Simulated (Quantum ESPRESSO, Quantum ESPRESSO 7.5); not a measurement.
## Pt(100), 5 layers: k-mesh convergence

Which setting serves for Pt(100), 5 layers? The runs below step through one kind of setting.

Calculated with Quantum ESPRESSO 7.5; plane-wave DFT, PBE, GBRV ultrasoft pseudopotentials.

## (1) The starting structure

The cell holds 5 atoms: 5 Pt. Its edges and angles: a = 2.772 Å, b = 2.772 Å, c = 23.840 Å, α = 90.0°, β = 90.0°, γ = 90.0°. It derives from Pt. Vacuum lies along c.

## (2) Ground state: 23×23×1 points

The first run is the reference of the series.

Contents of c0.in:

```
&control
  prefix = 'c0'
  outdir = './out'
  pseudo_dir = './pseudo'
  calculation = 'scf'
  tprnfor = .true.
/
&system
  ibrav = 0
  nat = 5
  ntyp = 1
  ecutwfc = 40
  ecutrho = 200
  occupations = 'smearing'
  smearing = 'mv'
  degauss = 0.02
  assume_isolated = 'esm'
  esm_bc = 'bc1'
/
&electrons
  conv_thr = 1e-07
  mixing_beta = 0.4
  electron_maxstep = 120
  mixing_mode = 'local-TF'
/
ATOMIC_SPECIES
  Pt  195.0840  pt_pbe_v1.4.uspp.F.UPF
CELL_PARAMETERS angstrom
  2.77185858225127 0.00000000000000 0.00000000000000
  0.00000000000000 2.77185858225127 0.00000000000000
  0.00000000000000 0.00000000000000 23.84000000000000
ATOMIC_POSITIONS crystal
  Pt  0.000000000000 0.000000000000 -0.164429530201
  Pt  0.500000000000 0.500000000000 -0.082214765101
  Pt  0.000000000000 0.000000000000 0.000000000000
  Pt  0.500000000000 0.500000000000 0.082214765101
  Pt  0.000000000000 0.000000000000 0.164429530201
K_POINTS automatic
  23 23 1 0 0 0
```

On the command line:

```
> OMP_NUM_THREADS=1 mpirun -n 4 pw.x -nk 4 -in c0.in > c0.out
```

Output:

```text
Program PWSCF v.7.5 starts
[citation notice left out]

     Parallel version (MPI & OpenMP), running on       4 processor cores
     Number of MPI processes:                 4
     Threads/MPI process:                     1

     MPI processes distributed on     1 nodes
[...]
Current dimensions of program PWSCF are:
     Max number of different atomic species (ntypx) = 10
     Max number of k-points (npk) =  40000
     Max angular momentum in pseudopotentials (lmaxx) =  4
     Message from routine setup:
     using ibrav=0 with symmetry is DISCOURAGED, use correct ibrav instead

     K-points division:     npool     =       4
     Subspace diagonalization in iterative solution of the eigenvalue problem:
     a serial algorithm will be used

     G-vector sticks info
     --------------------
     sticks:   dense  smooth     PW     G-vecs:    dense   smooth      PW
     Sum         437     349    109                59119    42353    7539

     Using Slab Decomposition

     bravais-lattice index     =            0
     lattice parameter (alat)  =       5.2381  a.u.
     unit-cell volume          =    1236.0755 (a.u.)^3
     number of atoms/cell      =            5
     number of atomic types    =            1
     number of electrons       =        80.00
     number of Kohn-Sham states=           48
     kinetic-energy cutoff     =      40.0000  Ry
     charge density cutoff     =     200.0000  Ry
     scf convergence threshold =      1.0E-07
     mixing beta               =       0.4000
     number of iterations used =            8  local-TF  mixing
     Exchange-correlation=  SLA  PW   PBX  PBC
                           (   1   4   3   4   0   0   0)

     Effective Screening Medium Method
     =================================
     Boundary Conditions: Vacuum-Slab-Vacuum
     total charge in unit cell        =   0.0000
     grid points for fit at edges     =        4

     celldm(1)=   5.238054  celldm(2)=   0.000000  celldm(3)=   0.000000
     celldm(4)=   0.000000  celldm(5)=   0.000000  celldm(6)=   0.000000

     crystal axes: (cart. coord. in units of alat)
               a(1) = (   1.000000   0.000000   0.000000 )
               a(2) = (   0.000000   1.000000   0.000000 )
               a(3) = (   0.000000   0.000000   8.600727 )

     reciprocal axes: (cart. coord. in units 2 pi/alat)
               b(1) = (  1.000000  0.000000  0.000000 )
               b(2) = (  0.000000  1.000000  0.000000 )
               b(3) = (  0.000000  0.000000  0.116269 )

     PseudoPot. # 1 for Pt read from file:
     ./pseudo/pt_pbe_v1.4.uspp.F.UPF
     Pseudo is Ultrasoft + core correction, Zval = 16.0
     Generated by new atomic code, or converted to UPF format
     Using radial grid of  985 points,  6 beta functions with:
                l(1) =   0
                l(2) =   0
                l(3) =   1
                l(4) =   1
                l(5) =   2
                l(6) =   2
     Q(r) pseudized with  8 coefficients,  rinner =    1.300   1.300   1.300
                                                       1.300   1.300

     atomic species   valence    mass     pseudopotential
     Pt               16.00   195.08400     Pt( 1.00)

     16 Sym. Ops., with inversion, found

   Cartesian axes

     site n.     atom                  positions (alat units)
         1        Pt     tau(   1) = (   0.0000000   0.0000000  -1.4142136  )
         2        Pt     tau(   2) = (   0.5000000   0.5000000  -0.7071068  )
         3        Pt     tau(   3) = (   0.0000000   0.0000000   0.0000000  )
         4        Pt     tau(   4) = (   0.5000000   0.5000000   0.7071068  )
         5        Pt     tau(   5) = (   0.0000000   0.0000000   1.4142136  )

     number of k points=    78  Marzari-Vanderbilt smearing, width (Ry)=  0.0200
                       cart. coord. in units 2pi/alat
        k(    1) = (   0.0000000   0.0000000   0.0000000), wk =   0.0037807
        k(    2) = (   0.0000000   0.0434783   0.0000000), wk =   0.0151229
        k(    3) = (   0.0000000   0.0869565   0.0000000), wk =   0.0151229
        k(    4) = (   0.0000000   0.1304348   0.0000000), wk =   0.0151229
        k(    5) = (   0.0000000   0.1739130   0.0000000), wk =   0.0151229
        k(    6) = (   0.0000000   0.2173913   0.0000000), wk =   0.0151229
        k(    7) = (   0.0000000   0.2608696   0.0000000), wk =   0.0151229
        k(    8) = (   0.0000000   0.3043478   0.0000000), wk =   0.0151229
        k(    9) = (   0.0000000   0.3478261   0.0000000), wk =   0.0151229
        k(   10) = (   0.0000000   0.3913043   0.0000000), wk =   0.0151229
[...]
k(   78) = (   0.4782609   0.4782609   0.0000000), wk =   0.0151229

     Dense  grid:    59119 G-vectors     FFT dimensions: (  24,  24, 216)

     Smooth grid:    42353 G-vectors     FFT dimensions: (  24,  24, 192)

     Estimated max dynamical RAM per process >     167.96 MB

     Estimated total dynamical RAM >     628.53 MB

     Initial potential from superposition of free atoms

     starting charge      77.4999, renormalised to      80.0000

     negative rho (up, down):  9.662E-01 0.000E+00
     Starting wfcs are   60 randomized atomic wfcs

     total cpu time spent up to now is        3.3 secs

     per-process dynamical memory:   120.3 Mb

     Self-consistent Calculation

     iteration #  1     ecut=    40.00 Ry     beta= 0.40
     Davidson diagonalization with overlap
     ethr =  1.00E-02,  avg # of iterations =  6.8

     negative rho (up, down):  9.316E-01 0.000E+00

     total cpu time spent up to now is       12.0 secs

     total energy              =   -1053.61617051 Ry
     estimated scf accuracy    <       8.26546527 Ry

     iteration #  2     ecut=    40.00 Ry     beta= 0.40
[...]
negative rho (up, down):  9.173E-01 0.000E+00

[...]
total energy              =   -1053.08249510 Ry
     estimated scf accuracy    <       2.41438425 Ry

     iteration #  3     ecut=    40.00 Ry     beta= 0.40
[...]
negative rho (up, down):  9.277E-01 0.000E+00

[...]
total energy              =   -1053.09869860 Ry
     estimated scf accuracy    <       0.34732693 Ry

     iteration #  4     ecut=    40.00 Ry     beta= 0.40
[...]
c_bands:  2 eigenvalues not converged
     c_bands:  2 eigenvalues not converged
     c_bands:  3 eigenvalues not converged
     c_bands:  1 eigenvalues not converged
     c_bands:  2 eigenvalues not converged
     c_bands:  1 eigenvalues not converged
[...]
negative rho (up, down):  9.047E-01 0.000E+00

[...]
total energy              =   -1053.33859973 Ry
     estimated scf accuracy    <       0.00064079 Ry

     iteration # 13     ecut=    40.00 Ry     beta= 0.40
[...]
c_bands:  1 eigenvalues not converged
     c_bands:  1 eigenvalues not converged
     c_bands:  2 eigenvalues not converged
[...]
negative rho (up, down):  8.996E-01 0.000E+00

[...]
total energy              =   -1053.34151976 Ry
     estimated scf accuracy    <       0.00019495 Ry

     iteration # 14     ecut=    40.00 Ry     beta= 0.40
[...]
c_bands:  1 eigenvalues not converged
     c_bands:  1 eigenvalues not converged
     c_bands:  1 eigenvalues not converged
     c_bands:  1 eigenvalues not converged
     c_bands:  1 eigenvalues not converged
     c_bands:  1 eigenvalues not converged
     c_bands:  1 eigenvalues not converged
     c_bands:  1 eigenvalues not converged
     c_bands:  1 eigenvalues not converged
     c_bands:  1 eigenvalues not converged
     c_bands:  1 eigenvalues not converged
     c_bands:  1 eigenvalues not converged
     c_bands:  1 eigenvalues not converged
     c_bands:  1 eigenvalues not converged
     c_bands:  1 eigenvalues not converged
     c_bands:  2 eigenvalues not converged
     c_bands:  1 eigenvalues not converged
     c_bands:  1 eigenvalues not converged
[...]
negative rho (up, down):  9.001E-01 0.000E+00

[...]
total energy              =   -1053.34192036 Ry
     estimated scf accuracy    <       0.00001111 Ry

     iteration # 15     ecut=    40.00 Ry     beta= 0.40
[...]
c_bands:  1 eigenvalues not converged
[...]
negative rho (up, down):  9.003E-01 0.000E+00

[...]
total energy              =   -1053.34198181 Ry
     estimated scf accuracy    <       0.00000398 Ry

     iteration # 16     ecut=    40.00 Ry     beta= 0.40
[...]
c_bands:  1 eigenvalues not converged
[...]
negative rho (up, down):  9.002E-01 0.000E+00

[...]
total energy              =   -1053.34214688 Ry
     estimated scf accuracy    <       0.00000337 Ry

     iteration # 17     ecut=    40.00 Ry     beta= 0.40
[...]
negative rho (up, down):  9.004E-01 0.000E+00

[...]
total energy              =   -1053.34243082 Ry
     estimated scf accuracy    <       0.00000246 Ry

     iteration # 18     ecut=    40.00 Ry     beta= 0.40
[...]
negative rho (up, down):  9.004E-01 0.000E+00

[...]
total energy              =   -1053.34239020 Ry
     estimated scf accuracy    <       0.00000148 Ry

     iteration # 19     ecut=    40.00 Ry     beta= 0.40
[...]
negative rho (up, down):  9.004E-01 0.000E+00

[...]
total energy              =   -1053.34234492 Ry
     estimated scf accuracy    <       0.00000019 Ry

     iteration # 20     ecut=    40.00 Ry     beta= 0.40
[...]
negative rho (up, down):  9.004E-01 0.000E+00

[...]
End of self-consistent calculation

          k = 0.0000 0.0000 0.0000 (  5347 PWs)   bands (ev):

   -58.7287 -58.5358 -58.4920 -58.4920 -58.4071 -58.3570 -58.3570 -58.3273
   -58.3273 -57.7062 -57.7062 -57.7061 -57.7061 -57.6265 -57.6259 -15.4301
   -14.0701 -12.7800 -12.1829 -12.1159 -11.9101 -11.4489 -10.6546  -9.8705
    -9.5309  -9.2237  -9.2237  -8.3581  -8.3581  -8.3135  -7.9146  -7.4026
    -7.2272  -7.2272  -7.2263  -7.1915  -6.7071  -6.2028  -6.0426  -6.0426
    -5.6427  -5.5495  -5.3671  -5.3671  -4.9997  -3.7850  -0.7284  -0.1965

          k = 0.0000 0.0435 0.0000 (  5325 PWs)   bands (ev):

   -58.7274 -58.5418 -58.4912 -58.4899 -58.4112 -58.3582 -58.3566 -58.3324
   -58.3273 -57.7107 -57.7107 -57.7059 -57.7058 -57.6260 -57.6255 -15.3807
   -14.0266 -12.7402 -12.1451 -12.0847 -11.8689 -11.4224 -10.6359  -9.8624
    -9.5054  -9.2318  -9.2121  -8.5787  -8.3710  -8.0952  -7.9879  -7.5139
    -7.4029  -7.2980  -7.2020  -6.8718  -6.6658  -6.3567  -6.2228  -5.9218
    -5.6988  -5.5850  -5.5685  -5.3462  -4.7747  -3.5117  -0.6913  -0.1539

          k = 0.0000 0.0870 0.0000 (  5313 PWs)   bands (ev):

   -58.7235 -58.5578 -58.4887 -58.4856 -58.4231 -58.3616 -58.3553 -58.3472
   -58.3274 -57.7239 -57.7239 -57.7050 -57.7049 -57.6248 -57.6244 -15.2348
   -13.9006 -12.6313 -12.0452 -11.9818 -11.7624 -11.3305 -10.5722  -9.8415
    -9.4316  -9.2474  -9.1788  -8.8041  -8.4108  -8.2423  -7.8886  -7.6101
    -7.4620  -7.4045  -7.2342  -6.6293  -6.5946  -6.5865  -6.5273  -5.8476
    -5.8159  -5.8098  -5.6598  -5.3231  -4.3167  -2.9252  -0.5798  -0.0284

          k = 0.0000 0.1304 0.0000 (  5309 PWs)   bands (ev):

   -58.7176 -58.5808 -58.4848 -58.4815 -58.4416 -58.3703 -58.3671 -58.3533
   -58.3276 -57.7448 -57.7447 -57.7035 -57.7035 -57.6229 -57.6227 -14.9990
   -13.7067 -12.4837 -11.9081 -11.7968 -11.6385 -11.1390 -10.4405  -9.8180
    -9.3174  -9.2466  -9.1276  -8.9985  -8.5665  -8.4798  -7.7934  -7.6628
    -7.6117  -7.3891  -7.2968  -6.8151  -6.7824  -6.7259  -6.5676  -5.9214
    -5.8967  -5.7214  -5.6190  -5.3324  -3.7921  -2.2364  -0.3949   0.1863

          k = 0.0000 0.1739 0.0000 (  5307 PWs)   bands (ev):

   -58.7106 -58.6087 -58.4796 -58.4792 -58.4646 -58.3988 -58.3746 -58.3506
   -58.3279 -57.7717 -57.7714 -57.7016 -57.7016 -57.6206 -57.6206 -14.6849
   -13.4699 -12.3395 -11.7614 -11.5348 -11.5310 -10.8363 -10.2065  -9.8040
    -9.2045  -9.1780  -9.1496  -9.0668  -8.8555  -8.5776  -7.9019  -7.8702
    -7.6632  -7.4194  -7.2939  -7.0301  -6.9975  -6.7242  -6.6321  -6.0684
    -5.9580  -5.5488  -5.3820  -5.3588  -3.2470  -1.5195  -0.1378   0.4894

          k = 0.0000 0.2174 0.0000 (  5301 PWs)   bands (ev):

   -58.7040 -58.6398 -58.4889 -58.4821 -58.4735 -58.4270 -58.3839 -58.3476
   -58.3284 -57.8023 -57.8020 -57.6994 -57.6994 -57.6182 -57.6181 -14.3096
   -13.2260 -12.2325 -11.6303 -11.4539 -11.1966 -10.4655  -9.8573  -9.8051
    -9.2548  -9.1801  -9.0271  -9.0115  -8.9788  -8.6983  -8.0976  -8.0593
    -7.8671  -7.6160  -7.1227  -7.1173  -7.0571  -6.7689  -6.5788  -6.2266
    -5.9286  -5.5079  -5.4706  -4.9532  -2.7002  -0.8119   0.1868   0.8837

[...]
the Fermi energy is    -5.6890 ev

!    total energy              =   -1053.34234875 Ry
     estimated scf accuracy    <       0.00000008 Ry
     smearing contrib. (-TS)   =       0.00038405 Ry
     internal energy E=F+TS    =   -1053.34273280 Ry

     The total energy is F=E-TS. E is the sum of the following terms:
     one-electron contribution =   17790.35226875 Ry
     hartree contribution      =   -8904.59652476 Ry
     xc contribution           =    -284.38284373 Ry
     ewald contribution        =   -9654.71563306 Ry

     convergence has been achieved in  20 iterations

     negative rho (up, down):  9.004E-01 0.000E+00

     Forces acting on atoms (cartesian axes, Ry/au):

     atom    1 type  1   force =     0.00000000    0.00000000   -0.00370110
     atom    2 type  1   force =     0.00000000    0.00000000   -0.00954386
     atom    3 type  1   force =     0.00000000    0.00000000    0.00000000
     atom    4 type  1   force =     0.00000000    0.00000000    0.00954386
     atom    5 type  1   force =     0.00000000    0.00000000    0.00370110

     Total force =     0.014476     Total SCF correction =     0.001115

[...]
=------------------------------------------------------------------------------=
   JOB DONE.
=------------------------------------------------------------------------------=
[...]
```

Elapsed: 3.8 min, on 4 MPI ranks of Arm Neoverse V2, shared host; peak memory 0.7 GiB.

Read from the output:

* free energy: -14331.4528 eV
* Fermi energy: -5.689 eV
* vacuum line at the lower end of the cell, over the Fermi level: 5.689 eV
* vacuum line at the upper end of the cell, over the Fermi level: 5.689 eV

Electrostatic potential energy of an electron; zero at the Fermi level. The potential energy, planar mean by z:

```tsv
z (Å)	potential energy, planar mean (eV)
-11.5	5.69
-11.0	5.69
-10.5	5.69
-10.0	5.69
-9.5	5.69
-9.0	5.69
-8.5	5.69
-8.0	5.69
-7.5	5.69
-7.0	5.68
-6.5	5.64
-6.0	5.50
-5.5	4.90
-5.0	2.43
-4.5	-8.51
-4.0	-20.5
-3.5	-14.5
-3.0	-2.52
-2.5	-11.1
-2.0	-21.2
-1.5	-13.7
-1.0	-2.73
-0.5	-12.5
0.0	-21.4
0.5	-12.5
1.0	-2.73
1.5	-13.7
2.0	-21.2
2.5	-11.1
3.0	-2.52
3.5	-14.5
4.0	-20.5
4.5	-8.51
5.0	2.43
5.5	4.90
6.0	5.50
6.5	5.64
7.0	5.68
7.5	5.69
8.0	5.69
8.5	5.69
9.0	5.69
9.5	5.69
10.0	5.69
10.5	5.69
11.0	5.69
11.5	5.69
```

The program's own clock; routines nest. Time by routine:

```tsv
routine	wall time (s)	calls
PWSCF	227.3	1
electrons	223.1	1
c_bands	198.8	20
cegterg	175.6	400
h_psi	107.6	3767
fftw	87.2	144678
vloc_psi	84.77	3767
sum_band	17.82	20
calbec	14.44	4247
h_psi:calbec	10.83	3767
add_vuspsi	10.83	3767
s_psi	10.7	3767
cdiaghg	7.67	3747
mix_rho	4.48	20
```

The vacuum levels are read from the outermost 0.7 Å of the cell on either side.

The run needed 20 iterations to bring the estimated error under 1e-07 Ry; the largest force on any atom, held or free, is 0.25 eV/Å.

Inside the slab this potential holds the local part of the pseudopotentials, which can be repulsive at the nuclei; only its value in the vacuum has a meaning of its own.

## (3) SCF with pw.x: 17×17×1 points

c1.in, as its differences from the input of step 2:

```diff
@@ -1,3 +1,3 @@
 &control
-  prefix = 'c0'
+  prefix = 'c1'
   outdir = './out'
@@ -38,2 +38,2 @@
 K_POINTS automatic
-  23 23 1 0 0 0
+  17 17 1 0 0 0
```

On the command line:

```
> OMP_NUM_THREADS=1 mpirun -n 4 pw.x -nk 4 -in c1.in > c1.out
```

Output:

```text
[banner, memory and clock lines left out]
Program PWSCF v.7.5 starts
[...]
Message from routine setup:
[...]
number of electrons       =        80.00
     number of Kohn-Sham states=           48
     kinetic-energy cutoff     =      40.0000  Ry
     charge density cutoff     =     200.0000  Ry
[...]
number of k points=    45  Marzari-Vanderbilt smearing, width (Ry)=  0.0200
[...]
Dense  grid:    59119 G-vectors     FFT dimensions: (  24,  24, 216)
[...]
negative rho (up, down):  9.662E-01 0.000E+00
     Starting wfcs are   60 randomized atomic wfcs
[...]
negative rho (up, down):  9.320E-01 0.000E+00
[...]
estimated scf accuracy    <       8.20890736 Ry
[...]
negative rho (up, down):  9.179E-01 0.000E+00
[...]
estimated scf accuracy    <       2.43221707 Ry
[...]
negative rho (up, down):  9.285E-01 0.000E+00
[...]
estimated scf accuracy    <       0.33518247 Ry
[...]
negative rho (up, down):  9.435E-01 0.000E+00
[...]
estimated scf accuracy    <       0.05097696 Ry
[...]
negative rho (up, down):  9.661E-01 0.000E+00
[...]
estimated scf accuracy    <       0.01624741 Ry
[...]
negative rho (up, down):  9.626E-01 0.000E+00
[...]
estimated scf accuracy    <       0.03055172 Ry
[...]
negative rho (up, down):  9.666E-01 0.000E+00
[...]
estimated scf accuracy    <       0.00821690 Ry
[...]
negative rho (up, down):  9.252E-01 0.000E+00
[...]
estimated scf accuracy    <       0.00856589 Ry
[...]
negative rho (up, down):  9.187E-01 0.000E+00
[...]
estimated scf accuracy    <       0.00724460 Ry
[...]
negative rho (up, down):  9.063E-01 0.000E+00
[...]
estimated scf accuracy    <       0.00431092 Ry
[...]
negative rho (up, down):  9.040E-01 0.000E+00
[...]
estimated scf accuracy    <       0.00035703 Ry
[...]
negative rho (up, down):  9.040E-01 0.000E+00
[...]
estimated scf accuracy    <       0.00041316 Ry
[...]
negative rho (up, down):  8.997E-01 0.000E+00
[...]
estimated scf accuracy    <       0.00030683 Ry
[...]
negative rho (up, down):  9.002E-01 0.000E+00
[...]
estimated scf accuracy    <       0.00008711 Ry
[...]
negative rho (up, down):  9.004E-01 0.000E+00
[...]
estimated scf accuracy    <       0.00001651 Ry
[...]
negative rho (up, down):  9.002E-01 0.000E+00
[...]
estimated scf accuracy    <       0.00000873 Ry
[...]
negative rho (up, down):  9.003E-01 0.000E+00
[...]
estimated scf accuracy    <       0.00000413 Ry
[...]
negative rho (up, down):  9.003E-01 0.000E+00
[...]
estimated scf accuracy    <       0.00000046 Ry
[...]
negative rho (up, down):  9.003E-01 0.000E+00
[...]
estimated scf accuracy    <       0.00000013 Ry
[...]
negative rho (up, down):  9.004E-01 0.000E+00
[...]
the Fermi energy is    -5.6901 ev
!    total energy              =   -1053.34233333 Ry
     estimated scf accuracy    <       0.00000006 Ry
     smearing contrib. (-TS)   =      -0.00011044 Ry
     internal energy E=F+TS    =   -1053.34222288 Ry
[...]
one-electron contribution =   17790.30576181 Ry
     hartree contribution      =   -8904.54959178 Ry
     xc contribution           =    -284.38275985 Ry
     ewald contribution        =   -9654.71563306 Ry
     convergence has been achieved in  20 iterations
     negative rho (up, down):  9.004E-01 0.000E+00
[...]
Total force =     0.014391     Total SCF correction =     0.002560
[...]
```

Run time: 2.3 min. Hardware: 4 MPI ranks; peak memory 0.65 GiB.

Numbers from this step:

| Item | Value |
| --- | --- |
| free energy | -14331.4525 eV |
| Fermi energy | -5.690 eV |
| vacuum line at the lower end of the cell, over the Fermi level | 5.690 eV |
| vacuum line at the upper end of the cell, over the Fermi level | 5.690 eV |

The program's own clock; routines nest. Time by routine:

```tsv
routine	wall time (s)	calls
PWSCF	136.7	1
electrons	133.9	1
c_bands	116.2	20
cegterg	100.9	240
h_psi	62.21	2196
fftw	50.68	84240
vloc_psi	49	2196
sum_band	11.05	20
calbec	8.42	2484
h_psi:calbec	6.26	2196
add_vuspsi	6.26	2196
s_psi	6.19	2196
mix_rho	4.67	20
cdiaghg	4.37	2184
```

Counted from each run's own zero (the Fermi level), the vacuum level differs from the first run's by +1 meV.

(Continued in part 2 of 2.)

[Logs are printed without paths, hosts, clocks, repeated set-up lines and the standing remarks that a program may print on its own settings, such as how far it seeks lower states.]

[Hosts, paths, dates, database ids (printed as entryN), source tags and the programs' standing remarks are cut or masked in the printed files.]

[Maps of the electrostatic potential energy from Ansatz leave out the sawtooth potential of an applied field or a dipole correction, so their vacuum need not be flat; planar profiles and work functions include it.]
